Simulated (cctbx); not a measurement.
# A crystallographic session in cctbx: YbBeGa4

Library: cctbx 2025.11. The data are simulated by the first script.

## 1. Simulate the data

run.py:

```python
from cctbx import adptbx, crystal, miller, sgtbx, xray
from cctbx.array_family import flex
from iotbx.shelx import hklf
from scitbx import matrix
import scitbx.random

cs = crystal.symmetry(unit_cell=(4.089, 14.89, 6.672, 90, 90, 90), space_group_symbol='Hall: -C 2c 2')  # Cmcm
atoms = [  # label, site, U (iso, or U11 U22 U33 U12 U13 U23 in A^2), occupancy
    ("Yb1", (0, 0.6242, 0.25), (0.0086, 0.0054, 0.0107, 0.0000, 0.0000, 0.0000), 1),
    ("Ga1", (0.5, 0.6884, 0.9391), (0.0167, 0.0099, 0.0168, 0.0000, 0.0000, 0.0066), 1),
    ("Ga2", (0, 0.5661, 0.75), (0.0143, 0.0074, 0.0099, 0.0000, 0.0000, 0.0000), 1),
    ("Ga3", (0, 0, 0.5), (0.0194, 0.0195, 0.0110, 0.0000, 0.0000, -0.0037), 1),
    ("Be1", (0, 0.722, 0.75), (0.0191, 0.0105, 0.0227, 0.0000, 0.0000, 0.0000), 1),
]
xs = xray.structure(crystal_symmetry=cs)
for label, site, u, occ in atoms:
    u = adptbx.u_cif_as_u_star(cs.unit_cell(), u) if isinstance(u, tuple) else u
    xs.add_scatterer(xray.scatterer(label, site=site, u=u, occupancy=occ))
xs.set_inelastic_form_factors(0.6889, "sasaki")
xs.show_summary()
p1 = xs.expand_to_p1()
ms = miller.build_set(p1, anomalous_flag=True, d_min=0.8)
flex.set_random_seed(279567)
scitbx.random.set_random_seed(279567)
ms = ms.select(flex.random_double(ms.size()) < 0.5)
i = ms.structure_factors_from_scatterers(p1, algorithm="direct").f_calc().as_intensity_array().data()
i = i / flex.sqrt(1 + 0.3 * i / flex.max(i))  # extinction
i = i * 70000 / flex.max(i)
sig = flex.sqrt(i + flex.pow2(0.03 * i) + 4 ** 2)
noise = scitbx.random.variate(scitbx.random.normal_distribution())(i.size())
data = ms.array(data=i + sig * noise, sigmas=sig).set_observation_type_xray_intensity()
with open("data.hkl", "w") as f:
    data.export_as_shelx_hklf(f)
print("reflections written:", data.size(), " <I/sigma> = %.1f" % flex.mean(data.data() / data.sigmas()))
for h, a, b in list(data.sort("data"))[:12]:
    print("%4d%4d%4d %9.1f %7.1f" % (h + (a, b)))
```

```console
$ python run.py
```

```text
Number of scatterers: 5
At special positions: 5
Unit cell: (4.089, 14.89, 6.672, 90, 90, 90)
Space group: C m c m (No. 63)
reflections written: 1644  <I/sigma> = 11.8
   1   5   0   71251.8  2116.6
   1  -1   2   54534.1  1558.6
   1   1   2   52415.2  1558.6
   1   1  -2   51546.3  1558.6
  -1  -1  -2   50304.4  1558.6
  -1   1  -2   49752.0  1558.6
   0   0   4   43429.9  1314.2
   0   6   1   38211.3  1144.0
   0   4  -2   36602.4  1105.6
   0  -6   1   36509.1  1144.0
   4   0   0   36309.0  1073.0
   0  -4   2   36082.8  1105.6
```

It took 0.27 s on 1 thread of Arm Neoverse V2, on a shared host, peak memory 0.07 GiB.

## 2. Refinement (right model, isotropic)

run.py:

```python
import math
from cctbx import adptbx, crystal, maptbx, sgtbx, xray
from cctbx.array_family import flex
from cctbx.xray import observations
from iotbx.shelx import hklf
from scitbx.lstbx import normal_eqns_solving
from smtbx import absolute_structure, utils
from smtbx.refinement import constraints, least_squares

cs = crystal.symmetry(unit_cell=(4.089, 14.89, 6.672, 90, 90, 90), space_group_symbol='Hall: -C 2c 2')  # Cmcm
atoms = [  # label, site, U (iso, or U11 U22 U33 U12 U13 U23 in A^2), occupancy
    ("Yb1", (0, 0.6239, 0.25), 0.0200, 1),
    ("Ga1", (0.5, 0.6867, 0.945), 0.0200, 1),
    ("Ga2", (0, 0.5683, 0.75), 0.0200, 1),
    ("Ga3", (0, 0, 0.5), 0.0200, 1),
    ("Be1", (0, 0.7219, 0.75), 0.0200, 1),
]
xs = xray.structure(crystal_symmetry=cs)
for label, site, u, occ in atoms:
    u = adptbx.u_cif_as_u_star(cs.unit_cell(), u) if isinstance(u, tuple) else u
    xs.add_scatterer(xray.scatterer(label, site=site, u=u, occupancy=occ))
xs.set_inelastic_form_factors(0.6889, "sasaki")
raw = hklf.reader(file_name="data.hkl").as_miller_arrays(crystal_symmetry=cs, anomalous=True)[0]
merged = raw.eliminate_sys_absent().merge_equivalents()
fo2 = merged.array().set_observation_type_xray_intensity()
print("Rint %.3f, %d unique reflections to %.2f A" % (merged.r_int(), fo2.size(), fo2.d_min()))
for sc in xs.scatterers():
    sc.flags.set_grad_site(True)
    sc.flags.set_grad_u_aniso(sc.flags.use_u_aniso())
    sc.flags.set_grad_u_iso(sc.flags.use_u_iso())
obs = fo2.as_xray_observations()
extra = {}
rep = constraints.reparametrisation(xs, [], utils.connectivity_table(xs), **extra)
ls = least_squares.crystallographic_ls(obs, rep, weighting_scheme=least_squares.mainstream_shelx_weighting(a=0, b=0))
print("cycle     R1     wR2    GooF  max shift (A)")
for cycle in range(8):
    ls.build_up()
    r1, wr2, goof = ls.r1_factor(cutoff_factor=2)[0], ls.wR2(), ls.goof()
    old = xs.sites_cart()
    normal_eqns_solving.levenberg_marquardt_iterations(ls, n_max_iterations=3, tau=1e-06, step_threshold=1e-7)
    big = flex.max((xs.sites_cart() - old).norms())
    print("%4d %7.4f %7.4f %7.3f %9.5f" % (cycle + 1, r1, wr2, goof, big))
    ls.build_up(objective_only=True)
    if abs(ls.wR2() - wr2) < 5e-5 and big < 5e-4:
        break
ls.build_up()
print("final R1 %.4f wR2 %.4f GooF %.3f  parameters %d  data/parameter %.1f" % (ls.r1_factor(cutoff_factor=2)[0], ls.wR2(), ls.goof(), ls.n_parameters, fo2.size() / ls.n_parameters))
cov = ls.covariance_matrix_and_annotations()
su = dict(zip(cov.annotations, (math.sqrt(max(v, 0)) for v in cov.matrix.matrix_packed_u_diagonal())))
a2 = cs.unit_cell().reciprocal_parameters()[0] ** -2
print("atom        x        y        z      Ueq    occ   su(xyz)  su(Uiso or U11)")
for sc in xs.scatterers():
    s = max(su.get(sc.label + k, 0) for k in (".x", ".y", ".z"))
    npd = "" if sc.is_positive_definite_u(cs.unit_cell()) else "  NPD"
    print("%-5s %8.5f %8.5f %8.5f %8.4f %6.3f %8.5f %7.4f%s" % ((sc.label,) + sc.site + (sc.u_iso_or_equiv(cs.unit_cell()), sc.occupancy, s, su.get(sc.label + ".uiso", su.get(sc.label + ".u11", 0) * a2), npd)))
fo = fo2.f_sq_as_f()
fc = fo.structure_factors_from_scatterers(xs, algorithm="direct").f_calc()
diff = fo.f_obs_minus_f_calc(1 / math.sqrt(ls.scale_factor()), fc).average_bijvoet_mates()
m = diff.fft_map(symmetry_flags=maptbx.use_space_group_symmetry, resolution_factor=0.25).apply_volume_scaling()
print("difference map: max %.2f min %.2f rms %.2f" % (m.statistics().max(), m.statistics().min(), m.statistics().sigma()))
peaks = m.peak_search(parameters=maptbx.peak_search_parameters(min_distance_sym_equiv=0.6, max_clusters=6)).all()
near = xs.closest_distances(peaks.sites(), distance_cutoff=4)
sps = cs.special_position_settings(min_distance_sym_equiv=0.5)
for k, (x, h) in enumerate(zip(peaks.sites(), peaks.heights())):
    ss = sps.site_symmetry(x)
    print("Q%-3d %7.4f %7.4f %7.4f %4d %7.2f  %.2f A from %s" % ((k + 1,) + tuple(t % 1 for t in ss.exact_site()) + (ss.multiplicity(), h, near.smallest_distances[k], xs.scatterers()[near.i_seqs[k]].label)))
```

```console
$ python run.py
```

```text
Rint 0.022, 248 unique reflections to 0.80 A
cycle     R1     wR2    GooF  max shift (A)
   1  0.1317  0.4240  18.856   0.05472
   2  0.0377  0.1134   5.044   0.00158
   3  0.0377  0.1134   5.043   0.00001
final R1 0.0377 wR2 0.1134 GooF 5.043  parameters 10  data/parameter 24.8
atom        x        y        z      Ueq    occ   su(xyz)  su(Uiso or U11)
Yb1    0.00000  0.62432  0.25000   0.0080  1.000  0.00005  0.0004
Ga1    0.50000  0.68851  0.93869   0.0137  1.000  0.00026  0.0005
Ga2    0.00000  0.56563  0.75000   0.0095  1.000  0.00016  0.0006
Ga3    0.00000  0.00000  0.50000   0.0154  1.000  0.00000  0.0006
Be1    0.00000  0.72568  0.75000   0.0135  1.000  0.00205  0.0054
difference map: max 3.25 min -4.06 rms 0.51
Q1    0.0000  0.3797  0.6812    8    3.52  0.46 A from Yb1
Q2    0.0000  0.2083  0.0069    8    2.64  0.54 A from Ga1
Q3    0.0000  0.1650  0.6306    8    2.30  0.58 A from Ga1
Q4    0.1308  0.4257  0.2500    8    1.77  0.55 A from Ga2
Q5    0.0000  0.0363  0.0299    8    1.54  0.58 A from Ga3
Q6    0.0000  0.2995  0.7500    4    1.44  1.13 A from Yb1
```

Time: 0.7 s.

Figures of merit this high mean that the model is still wrong or incomplete.

## 3. Refinement (right model, anisotropic)

run.py, as its changes from the last script of this kind:

```diff
@@ -12,5 +12,5 @@
-    ("Yb1", (0, 0.6239, 0.25), 0.0200, 1),
-    ("Ga1", (0.5, 0.6867, 0.945), 0.0200, 1),
-    ("Ga2", (0, 0.5683, 0.75), 0.0200, 1),
-    ("Ga3", (0, 0, 0.5), 0.0200, 1),
-    ("Be1", (0, 0.7219, 0.75), 0.0200, 1),
+    ("Yb1", (0, 0.62432, 0.25), 0.0080, 1),
+    ("Ga1", (0.5, 0.68851, 0.93869), 0.0137, 1),
+    ("Ga2", (0, 0.56563, 0.75), 0.0095, 1),
+    ("Ga3", (0, 0, 0.5), 0.0154, 1),
+    ("Be1", (0, 0.72568, 0.75), 0.0135, 1),
@@ -22,0 +23 @@
+xs.convert_to_anisotropic()
```

```console
$ python run.py
```

```text
Rint 0.022, 248 unique reflections to 0.80 A
cycle     R1     wR2    GooF  max shift (A)
   1  0.0378  0.1134   5.175   0.05145
   2  0.0122  0.0252   1.151   0.00086
   3  0.0122  0.0252   1.151   0.00002
final R1 0.0122 wR2 0.0252 GooF 1.151  parameters 22  data/parameter 11.3
atom        x        y        z      Ueq    occ   su(xyz)  su(Uiso or U11)
Yb1    0.00000  0.62420  0.25000   0.0078  1.000  0.00001  0.0002
Ga1    0.50000  0.68840  0.93908   0.0142  1.000  0.00006  0.0002
Ga2    0.00000  0.56609  0.75000   0.0103  1.000  0.00004  0.0003
Ga3    0.00000  0.00000  0.50000   0.0165  1.000  0.00000  0.0003
Be1    0.00000  0.72217  0.75000   0.0163  1.000  0.00047  0.0033
difference map: max 0.78 min -0.94 rms 0.20
Q1    0.0000  0.3011  0.1106    8    0.78  0.99 A from Be1
Q2    0.0000  0.0739  0.6969    8    0.61  1.71 A from Ga3
Q3    0.0000  0.3199  0.7500    4    0.54  0.83 A from Yb1
Q4    0.0000  0.2670  0.6049    8    0.53  1.21 A from Ga1
Q5    0.0896  0.1199  0.5516   16    0.50  1.09 A from Ga1
Q6    0.0000  0.0388  0.1973    8    0.49  1.44 A from Ga3
```

Time: 0.7 s.

## 4. Refinement

run.py, as its changes from the last script of this kind:

```diff
@@ -25 +25 @@
-merged = raw.eliminate_sys_absent().merge_equivalents()
+merged = raw.eliminate_sys_absent().resolution_filter(d_min=2).merge_equivalents()
@@ -37 +37 @@
-for cycle in range(8):
+for cycle in range(12):
```

```console
$ python run.py
```

```text
Rint 0.024, 16 unique reflections to 2.13 A
cycle     R1     wR2    GooF  max shift (A)
   1  0.0191  0.0428   0.000   0.01048
   2  0.0000  0.0000   0.000   0.00000
final R1 0.0000 wR2 0.0000 GooF 0.000  parameters 22  data/parameter 0.7
RuntimeError: scitbx Error:  SCITBX_ASSERT(!cholesky.failure) failure in index: 15
```

Time: 0.5 s.

This run holds a fault made on purpose: data cut at low resolution.

## 5. Refinement

run.py, as its changes from the last script of this kind:

```diff
@@ -16 +15,0 @@
-    ("Be1", (0, 0.72568, 0.75), 0.0135, 1),
@@ -25 +24 @@
-merged = raw.eliminate_sys_absent().resolution_filter(d_min=2).merge_equivalents()
+merged = raw.eliminate_sys_absent().merge_equivalents()
```

```console
$ python run.py
```

```text
Rint 0.022, 248 unique reflections to 0.80 A
cycle     R1     wR2    GooF  max shift (A)
   1  0.0454  0.1442   6.522   0.00932
   2  0.0286  0.0842   3.810   0.00001
final R1 0.0286 wR2 0.0842 GooF 3.810  parameters 18  data/parameter 13.8
atom        x        y        z      Ueq    occ   su(xyz)  su(Uiso or U11)
Yb1    0.00000  0.62421  0.25000   0.0078  1.000  0.00004  0.0005
Ga1    0.50000  0.68848  0.93923   0.0140  1.000  0.00020  0.0007
Ga2    0.00000  0.56626  0.75000   0.0104  1.000  0.00012  0.0010
Ga3    0.00000  0.00000  0.50000   0.0162  1.000  0.00000  0.0010
difference map: max 8.12 min -1.22 rms 0.37
Q1    0.0000  0.2770  0.2500    4    8.16  2.33 A from Ga2
Q2    0.0000  0.4645  0.2500    4    1.12  0.46 A from Ga2
Q3    0.0000  0.3005  0.0962    8    0.75  1.97 A from Ga1
Q4    0.0000  0.0845  0.7500    4    0.74  2.00 A from Ga1
Q5    0.0000  0.0521  0.6680    8    0.67  1.36 A from Ga3
Q6    0.0000  0.0403  0.1859    8    0.58  1.38 A from Ga3
```

Time: 0.61 s.

This run holds a fault made on purpose: atom left out: Be1.

## 6. Refinement

run.py, as its changes from the last script of this kind:

```diff
@@ -12,4 +12,5 @@
-    ("Yb1", (0, 0.62432, 0.25), 0.0080, 1),
-    ("Ga1", (0.5, 0.68851, 0.93869), 0.0137, 1),
-    ("Ga2", (0, 0.56563, 0.75), 0.0095, 1),
-    ("Ga3", (0, 0, 0.5), 0.0154, 1),
+    ("Yb1", (0, 0.6468, 0.25), 0.0200, 1),
+    ("Ga1", (0.5, 0.6655, 0.8927), 0.0200, 1),
+    ("Ga2", (0, 0.5988, 0.75), 0.0200, 1),
+    ("Ga3", (0, 0, 0.5), 0.0200, 1),
+    ("Be1", (0, 0.6768, 0.75), 0.0200, 1),
@@ -22 +22,0 @@
-xs.convert_to_anisotropic()
@@ -36 +36 @@
-for cycle in range(12):
+for cycle in range(10):
@@ -40 +40 @@
-    normal_eqns_solving.levenberg_marquardt_iterations(ls, n_max_iterations=3, tau=1e-06, step_threshold=1e-7)
+    normal_eqns_solving.levenberg_marquardt_iterations(ls, n_max_iterations=3, tau=0.0001, step_threshold=1e-7)
```

```console
$ python run.py
```

```text
Rint 0.022, 248 unique reflections to 0.80 A
cycle     R1     wR2    GooF  max shift (A)
   1  0.9475  0.9968  44.330   2.93161
   2  0.2392  0.5970  26.553   0.04312
   3  0.0468  0.1487   6.615   0.06569
   4  0.0466  0.1471   6.542   0.15717
   5  0.0465  0.1460   6.492   0.33342
   6  0.0463  0.1440   6.406   0.44947
   7  0.0457  0.1421   6.318   0.29151
   8  0.0450  0.1411   6.275   0.79696
   9  0.0426  0.1343   5.971   0.21965
  10  0.0423  0.1329   5.912   0.01502
final R1 0.0417 wR2 0.1311 GooF 5.830  parameters 10  data/parameter 24.8
atom        x        y        z      Ueq    occ   su(xyz)  su(Uiso or U11)
Yb1    0.00000  0.62428  0.25000   0.0082  1.000  0.00006  0.0005
Ga1    0.50000  0.68860  0.93871   0.0138  1.000  0.00030  0.0006
Ga2    0.00000  0.56579  0.75000   0.0101  1.000  0.00018  0.0007
Ga3    0.00000  0.00000  0.50000   0.0161  1.000  0.00000  0.0007
Be1    0.00000  0.72219  0.75000   0.1585  1.000  0.01439  0.0572
difference map: max 6.40 min -3.89 rms 0.56
Q1    0.0000  0.2751  0.2500    4    6.40  0.04 A from Be1
Q2    0.0000  0.3792  0.6845    8    3.36  0.44 A from Yb1
Q3    0.0000  0.2058  0.0059    8    2.79  0.52 A from Ga1
Q4    0.0000  0.1666  0.6338    8    1.88  0.58 A from Ga1
Q5    0.1300  0.4289  0.2500    8    1.87  0.54 A from Ga2
Q6    0.0000  0.0332  0.0340    8    1.64  0.54 A from Ga3
```

It took 1.4 s on 1 thread of Arm Neoverse V2, on a shared host, peak memory 0.09 GiB.

This run holds a fault made on purpose: start far from the minimum.

[Logs are printed without paths, hosts, clocks, repeated set-up lines and the standing remarks that a program may print on its own settings, such as how far it seeks lower states.]
